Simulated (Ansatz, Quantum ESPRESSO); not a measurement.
# SF6 (Im-3m): Raman and infrared activity, part 3 of 3

Aim: Raman and infrared lines of SF6 (Im-3m).

Quantum ESPRESSO 8.0 development, patched; DFT LDA, scalar-relativistic, plane waves, PseudoDojo norm-conserving pseudopotentials.

So far. Step 5 (Zone-centre response): The acoustic modes at Γ come out as far as 1.4 cm⁻¹ from zero, where they should vanish, a small numerical error; the Born charges miss their sum rule by 4.2e-4 e, which is good. The lowest optical mode is imaginary, 42i cm⁻¹, an instability at this level and on this k mesh. Step 6 (Zone-centre analysis): The rule moves no optical mode by more than 0.1 cm⁻¹. The relaxed cell has a = 5.628 Å (conventional setting).

**8. The LO-TO splitting (1 0 0)**

A longitudinal polar mode sets up a macroscopic field that stiffens it; the term hangs on the direction from which q goes to zero.

Input file dynmat.in:

```
&input
   fildyn = 'g.dyn'
   asr = 'crystal'
   fileig = 'dynmat.eig'
   q(1) = 1.0
   q(2) = 0.0
   q(3) = 0.0
/
```

Command:

```
dynmat.x -in dynmat.in > dynmat.out
```

Log:

```text
[banner, memory and clock lines left out]
Program DYNMAT v.8.0dev

     Reading Dynamical Matrix from file g.dyn
     ...Force constants read
     ...epsilon and Z* read
     ...Raman cross sections read
     Acoustic Sum Rule: || Z*(ASR) - Z*(orig)|| =    2.616977E-04
     Acoustic Sum Rule: ||dyn(ASR) - dyn(orig)||=    9.309656E-06

     Polarizability (A^3 units)
     multiply by 0.778792 for Clausius-Mossotti correction (not under assume_isolated = 'mt')
         6.043112   -0.000000    0.000000
        -0.000000    6.043112   -0.000000
         0.000000   -0.000000    6.043112

     IR activities are in (D/A)^2/amu units
     Raman activities are in A^4/amu units
     multiply Raman by 0.367863 for Clausius-Mossotti correction (not under assume_isolated = 'mt')

# mode   [cm-1]    [THz]      IR          Raman   depol.fact
    1    -41.62   -1.2476    0.0000         0.0000    0.5335
    2    -41.62   -1.2476    0.0000         0.0000    0.1322
    3    -41.62   -1.2476    0.0000         0.0000    0.1763
    4     -0.00   -0.0000    0.0000         0.0000    0.7130
    5     -0.00   -0.0000    0.0000         0.0000    0.3029
    6      0.00    0.0000    0.0000         0.0000    0.6730
    7    327.63    9.8221    0.0000         0.0000    0.3761
    8    327.63    9.8221    0.0000         0.0000    0.1098
    9    327.63    9.8221    0.0000         0.0000    0.2366
   10    497.96   14.9285    0.0000         2.3429    0.7500
   11    497.96   14.9285    0.0000         2.3429    0.7500
   12    497.96   14.9285    0.0000         2.3429    0.7500
   13    580.03   17.3889    1.3570         0.0000    0.0964
   14    580.03   17.3889    1.3570         0.0000    0.2460
   15    590.36   17.6986    0.6392         0.0000    0.5012
   16    628.60   18.8449    0.0000         7.9943    0.7500
   17    628.60   18.8449    0.0000         7.9943    0.7500
   18    752.83   22.5694    0.0000        65.5666    0.0000
   19    872.28   26.1502   14.3756         0.0000    0.1402
   20    872.28   26.1502   14.3756         0.0000    0.5719
   21    975.74   29.2519   15.0935         0.0000    0.0139

[end of the log left out, with the tail of the file of modes that dynmat.x writes under the same name]
```

Elapsed: 0.64 s, on 1 thread of Intel Xeon 6975P-C (Granite Rapids), shared host.

This step gave:

```yaml
highest_mode_moved_by_the_lo_to_term: 975.7 cm⁻¹
```

Zone-centre frequencies as printed; negative means imaginary. Modes:

| mode | frequency (cm⁻¹) |
| --- | --- |
| 1 | -41.62 |
| 2 | -41.62 |
| 3 | -41.62 |
| 4 | 0 |
| 5 | 0 |
| 6 | 0 |
| 7 | 327.6 |
| 8 | 327.6 |
| 9 | 327.6 |
| 10 | 498 |
| 11 | 498 |
| 12 | 498 |
| 13 | 580 |
| 14 | 580 |
| 15 | 590.4 |
| 16 | 628.6 |
| 17 | 628.6 |
| 18 | 752.8 |
| 19 | 872.3 |
| 20 | 872.3 |
| 21 | 975.7 |

The field moves 2 modes; the highest of them now lies at 976 cm⁻¹, where the highest that moved away lay at 872.

**9. Cross-check with Ansatz**

A second program on the same cell, potentials, cutoff and meshes tests the implementation of the phonon response, not its convergence. Its field response is summed in its own way. Its k mesh is centred on Γ.

This step: DFT LDA, scalar-relativistic, plane waves, PseudoDojo norm-conserving pseudopotentials (Ansatz 0.2.0).

Input file input.yaml:

```yaml
crystal:
  lattice:
    - [2.8138663553, 2.8138663553, 2.8138663553]
    - [-2.8138663553, 2.8138663553, 2.8138663553]
    - [-2.8138663553, -2.8138663553, 2.8138663553]
  atoms:
    - { symbol: S, position: [0.0, 0.0, 0.0] }
    - { symbol: F, position: [0.721838188, 0.0, 0.721838188] }
    - { symbol: F, position: [0.278161812, 0.0, 0.278161812] }
    - { symbol: F, position: [0.278161812, 0.721838188, 0.0] }
    - { symbol: F, position: [0.721838188, 0.278161812, 0.0] }
    - { symbol: F, position: [0.0, 0.721838188, 0.278161812] }
    - { symbol: F, position: [0.0, 0.278161812, 0.721838188] }
kpoints:
  mp_grid: { grid: [8, 8, 8] }
hamiltonian:
  xc: lda
  pseudopotentials: { kind: nc, accuracy: standard }
scf:
  occupations: { method: fixed }
output:
  eigenvalues: true
basis:
  ecutwfc: 1142.878
phonons:
  method: dfpt
  dielectric: true
  rigid_motions: translations
  raman: true
```

Command:

```
ansatz run input.yaml --threads 16 --pin off --max-ram 32768MiB --backend cpu --events-out ev --progress --plain --runs-dir out
```

Log:

```text
Warning: basis.ecutwfc = 1142.878 eV is below the records' recommended 1142.878222 eV, and the density's cutoff is lower with it unless basis.ecutrho_ratio is high enough to keep the records' density cutoff: compare with a run at a higher cutoff
Engine: ansatz 0.2.0, x86_64-unknown-linux-gnu
Pseudopotentials: kind: nc
Pseudopotential: S, nc, valence charge 6, recommended cutoff 734.707429 eV (normal), S.nc.azcp (PseudoDojo's, or run here from an input of PseudoDojo's; its table is named by hamiltonian.pseudopotentials.accuracy)
Pseudopotential: F, nc, valence charge 7, recommended cutoff 1142.878222 eV (normal), F.nc.azcp (PseudoDojo's, or run here from an input of PseudoDojo's; its table is named by hamiltonian.pseudopotentials.accuracy)
Functional definition: SPW92
  exchange = slater_x
  correlation = pw_c
Crystal: 7 atoms, lattice volume = 89.119 Å³
Basis set: ecut = 1142.878 eV, 7803 PW (Γ), exchange–correlation on 108×108×108 points (8 copies of the dense FFT grid, shifted against one another)
Bands: 31, of which v1, the nominal top of the filled ones, is band 24 counted from 1 (23 counted from 0)
Symmetry: 48 space group operations
k-points: 150 of 512 (irreducible under 2 space group operations, time reversal used)
Non-local potential: S, projectors of the file, l = 0: 2, l = 1: 2, l = 2: 2
Non-local potential: F, projectors of the file, l = 0: 2, l = 1: 2, l = 2: 1
Initial density: superposition of atomic densities (chi_scale 0.1, normalization cell, long waves kept (reshape's long-wave potential 0.09 eV rms))
Initial wavefunctions: pseudopotential atomic-orbital guess
Functional: x = slater, c = lda
SCF iter   1: F=—  HF=-4313.661327 eV  |F-HF|=—  |Δ(HF+E_count)|=         —  Δρ=9.92e-2  dr2=4.35e0  ethr=3.10e-3  ⟨swp⟩=5.0  Hψ=20751  notcnv=0  defer=700
preconditioner: auto → Resta (q_TF=auto, 2.461 Å⁻¹)  ε∞=2.7  [insulator: Δε(μ)=7.629 eV  Ē_g=20.613 eV  n_scr=18 (ndim 8)  ℏωp=27.3 eV  f_vac=0.265  ε∞_Penn≈2.7]
SCF iter   2: F=—  HF=-4312.363831 eV  |F-HF|=—  |Δ(HF+E_count)|=    1.30e0  Δρ=4.51e-2  dr2=3.01e-1  ethr=3.10e-3  ⟨swp⟩=3.0  Hψ=9930  notcnv=0  defer=688
SCF iter   3: F=—  HF=-4312.280185 eV  |F-HF|=—  |Δ(HF+E_count)|=   8.36e-2  Δρ=1.79e-2  dr2=5.43e-2  ethr=6.28e-4  ⟨swp⟩=2.0  Hψ=8125  notcnv=0  defer=740
SCF iter   4: F=—  HF=-4312.264365 eV  |F-HF|=—  |Δ(HF+E_count)|=   1.58e-2  Δρ=1.22e-3  dr2=4.47e-4  ethr=1.13e-4  ⟨swp⟩=2.8  Hψ=7737  notcnv=0  defer=740
SCF iter   5: F=—  HF=-4312.264443 eV  |F-HF|=—  |Δ(HF+E_count)|=   7.80e-5  Δρ=3.68e-4  dr2=4.17e-5  ethr=9.31e-7  ⟨swp⟩=2.2  Hψ=7254  notcnv=0  defer=745
SCF iter   6: F=—  HF=-4312.264460 eV  |F-HF|=—  |Δ(HF+E_count)|=   1.72e-5  Δρ=3.81e-5  dr2=5.28e-7  ethr=8.68e-8  ⟨swp⟩=1.7  Hψ=6422  notcnv=0  defer=731
SCF iter   7: F=—  HF=-4312.264369 eV  |F-HF|=—  |Δ(HF+E_count)|=   9.12e-5  Δρ=5.22e-6  dr2=9.86e-9  ethr=1.10e-9  ⟨swp⟩=2.8  Hψ=7918  notcnv=0  defer=495
SCF iter   8: F=—  HF=-4312.264369 eV  |F-HF|=—  |Δ(HF+E_count)|=   2.27e-9  Δρ=1.00e-6  dr2=5.50e-10  ethr=2.05e-11  ⟨swp⟩=2.5  Hψ=7994  notcnv=0  defer=496
SCF iter   9: F=-4312.264369 eV  HF=-4312.264369 eV  |F-HF|=1.55e-11  |Δ(HF+E_count)|=  2.63e-10  Δρ=1.30e-7  dr2=1.29e-11  ethr=1.00e-12  ⟨swp⟩=17.3  Hψ=39574  notcnv=0
SCF 1 converged in 9 iterations: F = -4312.264369 eV  dr2 = 1.29e-11
DFPT response loops at Γ: preconditioner auto → none (the input reference at scf.mixing.eps_inf says where Resta's filter doesn't serve); β = 0.50; Broyden in place of MSR1
── the response to a field inside a basis, on 8×8×8 k-points: an SCF that follows is theirs, and a resumed run solves both again ──
Bands: 25, of which v1, the nominal top of the filled ones, is band 24 counted from 1 (23 counted from 0)
k-points: 26 of 512
Initial density: handed on by an earlier stage of this run
Initial wavefunctions: pseudopotential atomic-orbital guess (no wavefunctions were taken with the density)
Eigensolver: Dense (26 Hₖ)
SCF iter   1: F=—  HF=-4312.225914 eV  |F-HF|=—  |Δ(HF+E_count)|=         —  Δρ=2.37e-4  dr2=5.12e-6  ethr=1.00e-1
preconditioner: auto → Resta (q_TF=auto, 2.461 Å⁻¹)  ε∞=4.2  [insulator: Δε(μ)=6.476 eV  Ē_g=15.189 eV  n_scr=18 (ndim 8)  ℏωp=27.3 eV  f_vac=0.291  ε∞_Penn≈4.2]
SCF iter   2: F=—  HF=-4312.225920 eV  |F-HF|=—  |Δ(HF+E_count)|=   6.08e-6  Δρ=1.24e-4  dr2=1.51e-6  ethr=1.07e-8
SCF iter   3: F=—  HF=-4312.225922 eV  |F-HF|=—  |Δ(HF+E_count)|=   2.42e-6  Δρ=6.11e-6  dr2=2.57e-8  ethr=3.14e-9
SCF iter   4: F=—  HF=-4312.225922 eV  |F-HF|=—  |Δ(HF+E_count)|=   4.17e-9  Δρ=3.13e-6  dr2=2.25e-9  ethr=5.36e-11
SCF iter   5: F=-4312.225922 eV  HF=-4312.225922 eV  |F-HF|=6.55e-11  |Δ(HF+E_count)|=   1.81e-9  Δρ=3.67e-7  dr2=7.54e-11  ethr=4.70e-12
SCF 1 converged in 5 iterations: F = -4312.225922 eV  dr2 = 7.54e-11
DFPT response loops at Γ: mixed as the last ones told, above
DFPT response loops at Γ: mixed as the last ones told, above
DFPT response loops at Γ: mixed as the last ones told, above
SCF converged after 9 iterations
Free energy (F): -4312.264369 eV
Harris-Foulkes:  -4312.264369 eV  (|F-HF|=1.55e-11)
Internal energy: -4312.264369 eV  (E = F + TS)
E sigma→0 (E₀):  -4312.264369 eV
Fermi energy:    -1.459445 eV
--- Per-component energies (eV) ---
  E_band       = -449.816222
  E_kinetic    = 2756.869634
  E_local      = -5080.207817  (includes V_loc(G=0)·N_el)
  E_nonlocal   = -406.025854
  E_hartree    = 1683.831195
  E_xc         = -970.569093
  E_vxc        = -1088.114637  (∫ρ·V_xc dr)
  E_ewald      = -2296.162434
  E_smearing   = -0.000000  (= −TS)
  E_closure    = -0.000000  (closes the sum)
  Σ components = -4312.264369   (vs F -4312.264369, Δ=0.00e0)
--- Band table (eV; the first three rows and the last of 150) ---
  k-point 0: bands = [... 20 lower, -2.6176, -1.4594, -1.4594, -1.4594, 4.9351, 9.0060, 11.0001, 11.0001, ... 3 higher]
  k-point 1: bands = [... 20 lower, -2.6332, -1.4897, -1.4775, -1.4765, 5.0905, 9.1255, 10.8618, 10.9166, ... 3 higher]
  k-point 2: bands = [... 20 lower, -2.6749, -1.5701, -1.5232, -1.5212, 5.4711, 9.4429, 10.5361, 10.7296, ... 3 higher]
  k-point 149: bands = [... 20 lower, -2.5858, -1.5280, -1.5280, -1.5280, 5.5031, 10.8149, 10.8149, 10.8149, ... 3 higher]
--- Phonons (Γ-DFPT): 3 representative perturbations + reference, on 150 of 512 k-points (Σ response iterations 9) ---
  k mesh reduced under 2 symmetry operations, with k and −k counted as one. Each operation leaves every solved perturbation unchanged. A smaller set is not considered because the run solves the response to a homogeneous field
  ASR residual: 5.646e-5 → 0.000e0 eV/Å²; symmetrization residual: 7.012e-6 eV/Å²
  ASR residual per site (eV/Å²): 2.94e-5 5.65e-5 5.65e-5 5.65e-5 5.65e-5 5.65e-5 5.65e-5
  Γ frequencies (cm⁻¹): -41.94 -41.94 -41.94 0.00 0.00 0.00 327.56 327.56 327.56 497.92 497.92 497.92 580.04 580.04 580.04 628.60 628.60 752.82 872.28 872.28 872.28
  ε∞ (high-frequency dielectric tensor):
        1.852121     0.000000     0.000000
        0.000000     1.852121    -0.000000
       -0.000000    -0.000000     1.852121
  softest optical mode at Γ: -41.94 cm⁻¹; the repairs (sum rule, projections) moved no ω² at Γ by more than (1.71 cm⁻¹)²
  Born effective charges Z* (e; rows j = field, columns β = displacement):
    site 0:
         4.04711   -0.00000    0.00000
         0.00000    4.04711   -0.00000
         0.00000   -0.00000    4.04711
    site 1:
        -0.46642   -0.00000    0.00000
        -0.00000   -0.46642    0.00000
         0.00000   -0.00000   -1.09071
    site 2:
        -0.46642   -0.00000   -0.00000
        -0.00000   -0.46642    0.00000
        -0.00000    0.00000   -1.09071
    site 3:
        -1.09071   -0.00000    0.00000
        -0.00000   -0.46642   -0.00000
        -0.00000   -0.00000   -0.46642
    site 4:
        -1.09071    0.00000   -0.00000
         0.00000   -0.46642   -0.00000
        -0.00000   -0.00000   -0.46642
    site 5:
        -0.46642    0.00000   -0.00000
         0.00000   -1.09071    0.00000
        -0.00000    0.00000   -0.46642
    site 6:
        -0.46642   -0.00000   -0.00000
        -0.00000   -1.09071   -0.00000
        -0.00000    0.00000   -0.46642
  Z* charge neutrality: 3.365e-5 e pre-enforcement
  k-mesh period / interband length: 39.0 Å / 0.84 Å = 46.49 at k = (0.0000, 0.0000, 0.0000), direct gap 6.395 eV — 14 or more, which is no proof of convergence
  Raman tensors (in the event stream and the table raman_tensors.tsv): an entry may err by 3.2e-3 Å², one of the second-order susceptibility by 2.8e-20 pm/V (basis, points and sum rule); their sum over the sites missed zero by 2.664e-15 Å² ahead of its enforcement
  optical modes at Γ without the LO–TO term, one row a degenerate level:
      ω (cm⁻¹)  modes    IR ((D/Å)²/amu)  static Raman (Å⁴/amu)  depolarisation
        -41.94      3             0.0000                 0.0000               —
        327.56      3             0.0000                 0.0000               —
        497.92      3             0.0000                 7.0277           0.750
        580.04      3             4.0710                 0.0000               —
        628.60      2             0.0000                15.9935           0.750
        752.82      1             0.0000                65.5640           0.000
        872.28      3            43.1268                 0.0000               —
  optical modes at Γ + LO–TO along q̂ = [1.0000, 0.0000, 0.0000]:
      ω (cm⁻¹)  modes    IR ((D/Å)²/amu)  static Raman (Å⁴/amu)  depolarisation
        -41.94      3             0.0000                 0.0000               —
        327.56      3             0.0000                 0.0000               —
        497.92      3             0.0000                 7.0277           0.750
        580.04      2             2.7140                 0.0000               —
        590.37      1             0.6392                 0.0000               —
        628.60      2             0.0000                15.9935           0.750
        752.82      1             0.0000                65.5640           0.000
        872.28      2            28.7512                 0.0000               —
        975.74      1            15.0934                 0.0000               —
  optical modes at Γ + LO–TO along q̂ = [0.0000, 1.0000, 0.0000]:
      ω (cm⁻¹)  modes    IR ((D/Å)²/amu)  static Raman (Å⁴/amu)  depolarisation
        -41.94      3             0.0000                 0.0000               —
        327.56      3             0.0000                 0.0000               —
        497.92      3             0.0000                 7.0277           0.750
        580.04      2             2.7140                 0.0000               —
        590.37      1             0.6392                 0.0000               —
        628.60      2             0.0000                15.9935           0.750
        752.82      1             0.0000                65.5640           0.000
        872.28      2            28.7512                 0.0000               —
        975.74      1            15.0934                 0.0000               —
  optical modes at Γ + LO–TO along q̂ = [0.0000, 0.0000, 1.0000]:
      ω (cm⁻¹)  modes    IR ((D/Å)²/amu)  static Raman (Å⁴/amu)  depolarisation
        -41.94      3             0.0000                 0.0000               —
        327.56      3             0.0000                 0.0000               —
        497.92      3             0.0000                 7.0277           0.750
        580.04      2             2.7140                 0.0000               —
        590.37      1             0.6392                 0.0000               —
        628.60      2             0.0000                15.9935           0.750
        752.82      1             0.0000                65.5640           0.000
        872.28      2            28.7512                 0.0000               —
        975.74      1            15.0934                 0.0000               —
```

Elapsed: 92 s, on 16 threads; peak memory 6.4 GiB.

This step gave:

* sum-rule residual before enforcement: 5.65e-5 eV/Å²
* miss of the charge sum rule: 3.36e-5 e
* lowest optical zone-centre mode: -41.94 cm⁻¹

Transverse modes; imaginary modes left out. Infrared lines, with heights relative to the strongest:

| position (cm⁻¹) | label | IR intensity ((D/Å)²/amu), degenerate modes summed, relative |
| --- | --- | --- |
| 328 | T2u | 0.0 |
| 498 | T2g | 0.0 |
| 580 | T1u | 9.4 |
| 629 | Eg | 0.0 |
| 753 | A1g | 0.0 |
| 872 | T1u | 100 |

Activity x (w_L - w)^4 (n + 1)/w, 532 nm, 300 K; imaginary modes left out. Lines of the Raman spectrum (strongest = 100):

| position (cm⁻¹) | label | Stokes intensity, strongest 100 |
| --- | --- | --- |
| 328 | T2u | 0.0 |
| 498 | T2g | 18 |
| 580 | T1u | 0.0 |
| 629 | Eg | 31 |
| 753 | A1g | 100 |
| 872 | T1u | 0.0 |

**10. The two compared: QE PseudoDojo and Ansatz, PseudoDojo**

Numbers from this step:

| Item | Value |
| --- | --- |
| root-mean-square difference | 0.13 cm⁻¹ |
| largest difference | 0.32 cm⁻¹ |

The 12 of 18 modes that differ most. Frequencies side by side:

| q (reciprocal lattice) | mode | QE PseudoDojo (cm⁻¹) | Ansatz, PseudoDojo (cm⁻¹) |
| --- | --- | --- | --- |
| 0 0 0 | 1 | -41.62 | -41.94 |
| 0 0 0 | 2 | -41.62 | -41.94 |
| 0 0 0 | 3 | -41.62 | -41.94 |
| 0 0 0 | 7 | 327.6 | 327.6 |
| 0 0 0 | 8 | 327.6 | 327.6 |
| 0 0 0 | 9 | 327.6 | 327.6 |
| 0 0 0 | 10 | 498 | 497.9 |
| 0 0 0 | 11 | 498 | 497.9 |
| 0 0 0 | 12 | 498 | 497.9 |
| 0 0 0 | 13 | 580 | 580 |
| 0 0 0 | 14 | 580 | 580 |
| 0 0 0 | 15 | 580 | 580 |

The two runs side by side. Further quantities:

| quantity | QE PseudoDojo | Ansatz, PseudoDojo |
| --- | --- | --- |
| mean ε∞ | 1.852 | 1.852 |
| largest Born charge in size (e; the first before, the second after the charge sum rule) | 4.047 | 4.047 |
| summed IR intensity ((D/Å)²/amu) | 47.2 | 47.2 |
| summed Raman activity (Å⁴/amu) | 88.58 | 88.58 |

At the zone centre the largest difference (acoustic modes at Γ apart) is 0.04 % of the highest mode.

**11. Summary of results**

```json
{"space group after relaxation": "Im-3m", "volume per atom": "12.7 Å³", "gap on the k-mesh": "6.39 eV", "highest optical zone-centre mode (no LO-TO term)": "872.3 cm⁻¹", "lowest optical zone-centre mode": "-41.6 cm⁻¹", "highest mode moved by the LO-TO term": "975.7 cm⁻¹", "mean high-frequency dielectric constant": "1.85", "largest Born charge in size (third of the trace)": "4.05 e", "imaginary optical modes at the zone centre (no q mesh in this session)": "yes", "largest difference from Ansatz, PseudoDojo": "0.32 cm⁻¹"}
```

In words: The largest Raman activity of SF6 (Im-3m) lies at 753 cm⁻¹ and the strongest infrared line at 872 cm⁻¹ (transverse modes). At the LDA level the optical modes of SF6 (Im-3m) at the zone centre (no LO-TO term) run from 42i to 872 cm⁻¹, so the structure is a saddle point, with 3 modes beyond 10i cm⁻¹ there. Along the directions run, the highest mode that the macroscopic field moves lies at 976 cm⁻¹. Of the 18 optical modes, 6 are silent, 6 are Raman active alone and 6 are infrared active alone; inversion symmetry keeps the two sets apart. QE PseudoDojo and Ansatz, PseudoDojo agree to 0.32 cm⁻¹ (0.04 % of the highest mode compared) on all solved modes but the acoustic ones at Γ, without the LO-TO term. These are harmonic frequencies at zero temperature: anharmonic shifts and linewidths and thermal expansion are left out. The build is a development version in which the Raman tensors of release 7.5 are mended; dynmat.x leaves out the electro-optic term of LO lines. The structure comes from a database and need not be the phase that is stable at ambient conditions.

[Host names and launcher messages were left out of these logs when they were recorded.]

[Logs are printed without paths, hosts, clocks, repeated set-up lines and the standing remarks that a program may print on its own settings, such as how far it seeks lower states.]

[Hosts, paths, dates, database ids (printed as entryN), source tags and the programs' standing remarks are cut or masked in the printed files.]
